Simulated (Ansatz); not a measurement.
# CaZnNi in the AlB2 type: phonon-mediated transition temperature

Aim: the phonon-mediated transition temperature of CaZnNi in the AlB2 type at ambient pressure, over a range of μ*. The cell shown first is a relaxed one, from steps not shown here.

Main program and level: Ansatz 0.2.0; DFT PBE, scalar-relativistic, plane waves, PAW; PAW set soft_1.

The structure was built from a prototype and need not be the compound's stable phase.

In doubt: the program doubts the meshes or the phonons of the coupling sums, which bears on λ, Tc and transport values.

## 1. The cell after earlier relaxation steps

The structure is hexagonal, space group P-6m2 (No. 187). The conventional cell has a = 4.205 Å, b = 4.205 Å, c = 3.908 Å, α = 90.00°, β = 90.00°, γ = 120.00°. Ca has 6 Ni at 3.12 Å and 6 Zn at 3.12 Å nearest. Nearest to Zn lie 3 Ni at 2.43 Å and 6 Ca at 3.12 Å. Ni has 3 Zn at 2.43 Å and 6 Ca at 3.12 Å nearest. Farther neighbours are not listed.

## 2. Electron–phonon run: q 3×3×2, k 6×6×6, scattering 12×12×8

The run that gives the couplings also evaluates McMillan's and Allen and Dynes's formulas and, where asked, the Eliashberg equations, over a range of μ*.

Contents of input.yaml:

```yaml
crystal:
  lattice:
    - [4.2052760946, 0.0, 0.0]
    - [-2.1026380473, 3.6418759279, 0.0]
    - [0.0, 0.0, 3.9082515567]
  atoms:
    - { symbol: Ca, position: [0.0, 0.0, 0.0] }
    - { symbol: Zn, position: [0.3333333333, 0.6666666667, 0.5] }
    - { symbol: Ni, position: [0.6666666667, 0.3333333333, 0.5] }
kpoints:
  mp_grid: { grid: [6, 6, 6] }
hamiltonian:
  xc: pbe
  pseudopotentials: { kind: paw, azcp: { folder: soft_1 } }
scf:
  occupations: { method: methfessel_paxton, width: 0.2 }
output:
  eigenvalues: true
phonons:
  method: dfpt
  qmesh: [3, 3, 2]
  temperatures: { t_max: 1000, t_step: 50 }
  qpath:
    path:
      - [[0.0, 0.0, 0.0], [0.5, 0.0, 0.0], [0.33333333, 0.33333333, 0.0], [0.0, 0.0, 0.0], [0.0, 0.0, 0.5], [0.5, 0.0, 0.5], [0.33333333, 0.33333333, 0.5], [0.0, 0.0, 0.5]]
      - [[0.5, 0.0, 0.5], [0.5, 0.0, 0.0]]
      - [[0.33333333, 0.33333333, 0.5], [0.33333333, 0.33333333, 0.0]]
    npoints: 10
  electrical_resistivity:
    mesh: [12, 12, 8]
    temperatures: [20.0, 50.0, 77.0, 100.0, 150.0, 200.0, 300.0, 400.0, 600.0, 800.0]
  superconductivity: { mesh: [12, 12, 8] }
```

On the command line:

```
$ ansatz run input.yaml --threads 4 --pin off --max-ram 12288MiB --backend cpu --events-out ev --progress --plain --runs-dir out
```

Numbers of over 12 decimals in the logs are rounded to 6 here.

Output:

```text
Warning: phonons: the dynamical matrix that this run interpolates holds no multipole term above the dipole-dipole one, and a site of this crystal is no centre of inversion, so its interpolated transverse optical and acoustic branches and sound speeds can stay off near Gamma, and the density of states and the thermodynamics with them. What a run solves at a wave vector of phonons.qpoints, Gamma apart, where the deck admits one, is free of this, and under fd what a larger phonons.supercell samples
Engine: ansatz 0.2.0, aarch64-unknown-linux-gnu
Pseudopotentials: kind: paw
Pseudopotential: Ca, paw, valence charge 10, recommended cutoff 420 eV (normal), soft_1/Ca.paw.azcp
Pseudopotential: Zn, paw, valence charge 12, recommended cutoff 420 eV (normal), soft_1/Zn.paw.azcp
Pseudopotential: Ni, paw, valence charge 18, recommended cutoff 420 eV (normal), soft_1/Ni.paw.azcp
Functional definition: PBE
  parameter kappa = 0.804
  parameter beta = 0.066725
  exchange = pbe_x(kappa = kappa, mu = beta*pi^2/3)
  correlation = pbe_c(beta = beta)
Crystal: 3 atoms, lattice volume = 59.855 Å³
Basis set: ecut = 420 eV, 1171 PW (Γ), exchange–correlation on 60×60×54 points (8 copies of the dense FFT grid, shifted against one another)
Bands: 24, of which v1, the nominal top of the filled ones, is band 20 counted from 1 (19 counted from 0)
Symmetry: 12 space group operations
k-points: 28 of 216 (time reversal used)
Non-local potential: Ca, projectors of the file, l = 0: 3, l = 1: 2, l = 2: 2
Non-local potential: Zn, projectors of the file, l = 0: 2, l = 1: 2, l = 2: 3, l = 3: 1
Non-local potential: Ni, projectors of the file, l = 0: 3, l = 1: 2, l = 2: 3, l = 3: 1
PAW form: soft (Blöchl's): semilocal exchange-correlation on the pseudo side does not see the compensation charge
PAW one-centre angular grid: Ca, 110 points (default); XC on 64 Gauss nodes
PAW one-centre angular grid: Zn, 590 points (default); XC on 64 Gauss nodes
PAW one-centre angular grid: Ni, 590 points (default); XC on 64 Gauss nodes
Initial density: superposition of atomic densities (chi_scale 0.1, normalization cell, long waves kept (reshape's long-wave potential 0.00 eV rms))
Initial wavefunctions: pseudopotential atomic-orbital guess
Functional: x = pbe(κ = 0.804, μ = 0.219515), c = pbe(β = 0.066725)
SCF iter   1: F=—  HF=-10977.008950 eV  |F-HF|=—  |Δ(HF+E_count)|=         —  Δρ=6.22e-2  dr2=2.62e0  ethr=3.10e-3  ⟨swp⟩=6.4  Hψ=3236  notcnv=0
preconditioner: auto → Kerker (q_TF=auto, 2.551 Å⁻¹)  [metal: Δε(μ)=0.129 eV  Ē_g=8.976 eV  σ=0.200 eV  W_gap=0.47  n_scr=20 (ndim 8)  ℏωp=26.3 eV  f_vac=0.000  D(μ)=2.65/eV (n_scr^D=20)]
SCF iter   2: F=—  HF=-10976.432947 eV  |F-HF|=—  |Δ(HF+E_count)|=   5.76e-1  S|Δr|=    0.00e0  Δρ=2.22e-2  dr2=5.61e-1  ethr=3.10e-3  ⟨swp⟩=2.3  Hψ=1363  notcnv=0  defer=1
SCF iter   3: F=—  HF=-10976.277081 eV  |F-HF|=—  |Δ(HF+E_count)|=   1.56e-1  S|Δr|=    0.00e0  Δρ=1.57e-2  dr2=2.59e-1  ethr=1.40e-3  ⟨swp⟩=2.0  Hψ=1339  notcnv=0  defer=1
SCF iter   4: F=—  HF=-10976.211028 eV  |F-HF|=—  |Δ(HF+E_count)|=   6.61e-2  S|Δr|=    0.00e0  Δρ=6.68e-3  dr2=1.64e-2  ethr=6.46e-4  ⟨swp⟩=2.0  Hψ=1119  notcnv=0  defer=1
SCF iter   5: F=—  HF=-10976.211190 eV  |F-HF|=—  |Δ(HF+E_count)|=   1.62e-4  S|Δr|=    0.00e0  Δρ=2.63e-3  dr2=3.20e-3  ethr=4.10e-5  ⟨swp⟩=2.0  Hψ=1226  notcnv=0  defer=1
SCF iter   6: F=—  HF=-10976.210625 eV  |F-HF|=—  |Δ(HF+E_count)|=   5.65e-4  S|Δr|=    0.00e0  Δρ=1.18e-3  dr2=7.59e-4  ethr=8.01e-6  ⟨swp⟩=2.4  Hψ=1093  notcnv=0  defer=1
SCF iter   7: F=—  HF=-10976.210613 eV  |F-HF|=—  |Δ(HF+E_count)|=   1.23e-5  S|Δr|=    0.00e0  Δρ=5.96e-4  dr2=1.85e-4  ethr=1.90e-6  ⟨swp⟩=2.0  Hψ=816  notcnv=0  defer=1
SCF iter   8: F=—  HF=-10976.210604 eV  |F-HF|=—  |Δ(HF+E_count)|=   8.17e-6  S|Δr|=    0.00e0  Δρ=1.33e-4  dr2=1.36e-5  ethr=4.61e-7  ⟨swp⟩=2.5  Hψ=988  notcnv=0  defer=1
SCF iter   9: F=—  HF=-10976.210613 eV  |F-HF|=—  |Δ(HF+E_count)|=   8.95e-6  S|Δr|=    0.00e0  Δρ=6.47e-5  dr2=2.83e-6  ethr=3.39e-8  ⟨swp⟩=2.9  Hψ=1079  notcnv=0  defer=1
SCF iter  10: F=—  HF=-10976.210607 eV  |F-HF|=—  |Δ(HF+E_count)|=   6.76e-6  S|Δr|=    0.00e0  Δρ=2.15e-5  dr2=2.44e-7  ethr=7.07e-9  ⟨swp⟩=2.2  Hψ=889  notcnv=0  defer=1
[...]
SCF 1 converged in 16 iterations: F = -10976.210607 eV  dr2 = 6.40e-12
  greatest PAW one-centre occupation: 1.001 electrons in one spin orbital (limit 2), on the Ni atom at site 2 (counted from 0), in its partial waves of l = 1
Initial density: read from a saved state, or passed on in memory by an earlier SCF of this step, an earlier step, the calling program or the single point that the run made first
[...]
eigensolver tolerance schedule: the retry pair's looser diagonalisation over-reported the residual by 11182.37 of it (diagonalisation noise at 0.47 of the residual, at the tolerance the schedule requests for it); recorded, not acted on — ethr = c·dr2/N_el stays at c = 1.0e-1
preconditioner: auto → Kerker (q_TF=auto, 2.551 Å⁻¹)  [metal: Δε(μ)=0.111 eV  Ē_g=9.839 eV  σ=0.200 eV  W_gap=0.44  n_scr=20 (ndim 8)  ℏωp=26.3 eV  f_vac=0.000  D(μ)=2.55/eV (n_scr^D=20)]
[...]
SCF 2 converged in 6 iterations: F = -10976.210607 eV  dr2 = 6.47e-12
phonons: the bands overlap, so this run is a metal and interpolates without the dipole-dipole term. If the crystal is really an insulator or semiconductor, its LO-TO splitting is missing
NSCF: frozen V_eff on 28 k-points
WARN: eigensolver did not converge (k=14): 1 band(s) unlocked after 20 sweeps at ethr=1.55e-12 eV (storage-precision floor; scheduled 1.00e-12 eV) (lowest unlocked band 23, counted from 0; max residual 4.76e-6 eV among the unlocked bands, 4.76e-6 eV over every band; other slots of this pass that fall short are told together in one closing line; warning suppressed until the next SCF loop or pass starts)
WARN: eigensolver did not converge in 2 slots of this pass, the one above among them; of largest residual over every band (k=15): 1 band(s) unlocked (lowest unlocked band 23, counted from 0; max residual 5.99e-5 eV among the unlocked bands, 5.99e-5 eV over every band); of lowest unlocked band (k=14): band 23
NSCF: frozen V_eff on 52 k-points
[...]
77.00      3.2155e0              no      1.5055e0      1.5055e0      6.6354e0        3.5193e0          2.9566e0
    100.00      4.6048e0              no      2.2317e0      2.2317e0      9.3511e0        4.9425e0          4.2461e0
    150.00      7.5462e0              no      3.7847e0      3.7847e0      1.5069e1        7.9818e0          6.9876e0
    200.00      1.0399e1              no      5.2873e0      5.2873e0      2.0624e1        1.0958e1          9.6480e0
    300.00      1.5987e1              no      8.2166e0      8.2166e0      3.1527e1        1.6836e1          1.4853e1
    400.00      2.1515e1              no      1.1106e1      1.1106e1      4.2332e1        2.2706e1          1.9999e1
    600.00      3.2525e1              no      1.6842e1      1.6842e1      6.3891e1        3.4579e1          3.0229e1
    800.00      4.3551e1              no      2.2558e1      2.2558e1      8.5537e1        4.6745e1          4.0447e1
  mean free path at 20 K (of a tensor a third of its trace): 1442 nm by what each carries, 1072 by the Fermi surface alone
  mean free path at 50 K (of a tensor a third of its trace): 130 nm by what each carries, 112 by the Fermi surface alone
  mean free path at 77 K (of a tensor a third of its trace): 58.5 nm by what each carries, 52.9 by the Fermi surface alone
  Hall coefficient in a weak field at 77 K (a third of the trace): (none: it, or that of a finer mesh, parts from a neighbouring mesh's by over half of the finer one's) (as a tensor it moves by 98.7 % between the two finest meshes); by each state's relaxation time: -8.474e-11 m³/C; by a constant relaxation time: -1.172e-10 m³/C
  mean free path at 100 K (of a tensor a third of its trace): 39.1 nm by what each carries, 36.0 by the Fermi surface alone
  Hall coefficient in a weak field at 100 K (a third of the trace): (none: it, or that of a finer mesh, parts from a neighbouring mesh's by over half of the finer one's) (as a tensor it moves by 77.9 % between the two finest meshes); by each state's relaxation time: -9.561e-11 m³/C; by a constant relaxation time: -1.177e-10 m³/C
  mean free path at 150 K (of a tensor a third of its trace): 22.9 nm by what each carries, 21.5 by the Fermi surface alone
  Hall coefficient in a weak field at 150 K (a third of the trace): (none: it, or that of a finer mesh, parts from a neighbouring mesh's by over half of the finer one's) (as a tensor it moves by 63.7 % between the two finest meshes); by each state's relaxation time: -1.064e-10 m³/C; by a constant relaxation time: -1.187e-10 m³/C
  mean free path at 200 K (of a tensor a third of its trace): 16.4 nm by what each carries, 15.4 by the Fermi surface alone
  Hall coefficient in a weak field at 200 K (a third of the trace): (none: it, or that of a finer mesh, parts from a neighbouring mesh's by over half of the finer one's) (as a tensor it moves by 58.6 % between the two finest meshes); by each state's relaxation time: -1.109e-10 m³/C; by a constant relaxation time: -1.194e-10 m³/C
  mean free path at 300 K (of a tensor a third of its trace): 10.6 nm by what each carries, 9.96 by the Fermi surface alone
  Hall coefficient in a weak field at 300 K (a third of the trace): (none: it, or that of a finer mesh, parts from a neighbouring mesh's by over half of the finer one's) (as a tensor it moves by 52.7 % between the two finest meshes); by each state's relaxation time: -1.148e-10 m³/C; by a constant relaxation time: -1.201e-10 m³/C
  mean free path at 400 K (of a tensor a third of its trace): 7.88 nm by what each carries, 7.38 by the Fermi surface alone
  Hall coefficient in a weak field at 400 K (a third of the trace): -1.441e-10 m³/C (as a tensor it moves by 47.7 % between the two finest meshes); by each state's relaxation time: -1.167e-10 m³/C; by a constant relaxation time: -1.205e-10 m³/C
  mean free path at 600 K (of a tensor a third of its trace): 5.24 nm by what each carries, 4.87 by the Fermi surface alone
  Hall coefficient in a weak field at 600 K (a third of the trace): -1.472e-10 m³/C (as a tensor it moves by 38.2 % between the two finest meshes); by each state's relaxation time: -1.191e-10 m³/C; by a constant relaxation time: -1.204e-10 m³/C
  mean free path at 800 K (of a tensor a third of its trace): 3.95 nm by what each carries, 3.64 by the Fermi surface alone
  Hall coefficient in a weak field at 800 K (a third of the trace): -1.494e-10 m³/C (as a tensor it moves by 30.8 % between the two finest meshes); by each state's relaxation time: -1.199e-10 m³/C; by a constant relaxation time: -1.191e-10 m³/C
  the resistivity times a path that all electrons share, by the Fermi surface of the deck's mesh alone (a third of the trace): 1.301e-15 Ω·m²
  not converged in the mesh (λ; λ_tr; the resistivity at 20 K by 63.99 %; the resistivity at 50 K by 27.65 %; the resistivity at 77 K by 22.79 %; the resistivity at 100 K by 21.22 %; the resistivity at 150 K by 19.93 %; the resistivity at 200 K by 19.59 %; the resistivity at 300 K by 19.80 %; the resistivity at 400 K by 20.38 %; the resistivity at 600 K by 21.60 %; the resistivity at 800 K by 22.46 %): between neighb [...]
  vibrations of 18 cells: unjudged by the run; compare a larger repeat
  the changes of the potential over all sites missed a rigid shift's by 0.00 % (the site terms' by 0.00 %)
  at the force constants' own smearing the fine mesh and the k-points of their solves give squared frequencies that differ by 50.5 % of the larger at the most, at (0, 0.3333, -0.5)
--- Superconductivity: potentials and phonons of a 3×3×2 supercell ---
           mesh         λ    ħω_log (meV)  μ* declared at (meV)
        12×12×8    0.2869           9.494               13.227
          6×6×4    0.2905           8.550               12.924
  λ by the species' shares of the modes' patterns: Ca 0.0583, Zn 0.1046, Ni 0.1240
  with the Fermi level up to 27.3 meV (the hardest mode) off, states and modes as they are: density of states 0.7434 to 0.7787 /eV of one spin and cell, λ 0.2782 to 0.2975
  transition temperature on the deck's mesh (K), isotropic and anisotropic, restricted to the Fermi surface (FSR) and over the full bandwidth (FBW), and the last with the density of states resolved in a narrower window:
        μ*   McMillan   Allen–Dynes      iso. FSR      iso. FBW    aniso. FSR    aniso. FBW  narrow window
      0.08      0.088         0.089    none_found    none_found         0.105         0.105          0.105
      0.10      0.034         0.034    none_found    none_found    none_found    none_found     none_found
      0.12      0.009         0.009    none_found    none_found    none_found    none_found     none_found
      0.13      0.004         0.004    none_found    none_found    none_found    none_found     none_found
      0.14      0.002         0.002    none_found    none_found    none_found    none_found     none_found
      0.16      0.000         0.000    none_found    none_found    none_found    none_found     none_found
      0.20      0.000         0.000    none_found    none_found    none_found    none_found     none_found
  none_found: no transition down to 0.1 K
  isotope coefficients −∂ln Tc/∂ln M under μ* = 0.13, the force constants as they are, of the isotropic transitions restricted to the Fermi surface and over the full bandwidth: Ca - and -, Zn - and -, Ni - and -
  converged in the mesh: between neighbouring meshes, the two finest first, λ moves by 1.25 % and the anisotropic transition temperature over the full bandwidth at μ* = 0.13 by nothing (neither mesh has one); converged means that the two finest part by at most 2.00 % and 5.00 %
  vibrations of 18 cells: unjudged by the run; compare a larger repeat
  the changes of the potential over all sites missed a rigid shift's by 0.00 % (the site terms' by 0.00 %)
  at the force constants' own smearing the fine mesh and the k-points of their solves give squared frequencies that differ by 50.5 % of the larger at the most, at (0, 0.3333, -0.5)
[key lines of the parts left out:]
SCF converged after 16 iterations
Free energy (F): -10976.210607 eV
Fermi energy:    9.325274 eV
```

It took 7.1 min on 4 threads of Arm Neoverse V2, shared host; peak memory 5.3 GiB.

Reading the cycles: dr2 is the Hartree energy of the density residual (eV), the measure of convergence; HF is the Harris–Foulkes estimate of the energy, which meets the free energy F at convergence.

This run has no spin polarisation, although Ni can carry a moment.

Numbers from this step:

| Property | Result |
| --- | --- |
| volume per atom | 19.95 Å³/atom |
| metallic on mesh | yes |
| gap on the k-mesh | 0 eV |
| zero point energy | 0.07528 eV/cell |
| share of imaginary modes in the plain interpolation between solved wavevectors | 0.0028 |
| highest frequency, solved or plainly interpolated | 216 cm⁻¹ |
| resistivity at 300 K | 15.99 μΩ cm, mean of the axes |
| coupling constant λ | 0.2869 |
| density of states at the Fermi level | 0.759 states/eV a spin and cell |
| log mean phonon energy ħω_log | 9.494 meV |
| transport coupling constant λ_tr | 0.2427, 0.2427, 0.4494 (xx, yy, zz) |
| Drude plasma energy | 5.873, 5.873, 3.985 eV (xx, yy, zz) |
| resistivity times mean free path | 9.732, 9.732, 19.56 × 10⁻¹⁶ Ω m² (xx, yy, zz) |
| second-moment phonon energy ħω₂ | 13.23 meV |

An empty cell: under 1 mK by a formula, or no transition down to the floor of the Eliashberg search. Transition temperatures:

```csv
μ*,McMillan Tc (K),Allen–Dynes Tc (K),anisotropic Fermi-surface Tc (K),anisotropic full bandwidth Tc (K),anisotropic narrow window Tc (K)
0.08,0.0883,0.0893,0.105,0.105,0.105
0.1,0.0335,0.0339,-,-,-
0.12,0.00932,0.0094,-,-,-
0.13,0.00415,0.00418,-,-,-
0.14,0.00158,0.00159,-,-,-
0.16,-,-,-,-,-
0.2,-,-,-,-,-
```

[end of part 1 of 2]

[Logs are printed without paths, hosts, clocks, repeated set-up lines and the standing remarks that a program may print on its own settings, such as how far it seeks lower states.]

[Hosts, paths, dates, database ids (printed as entryN), source tags and the programs' standing remarks are cut or masked in the printed files.]
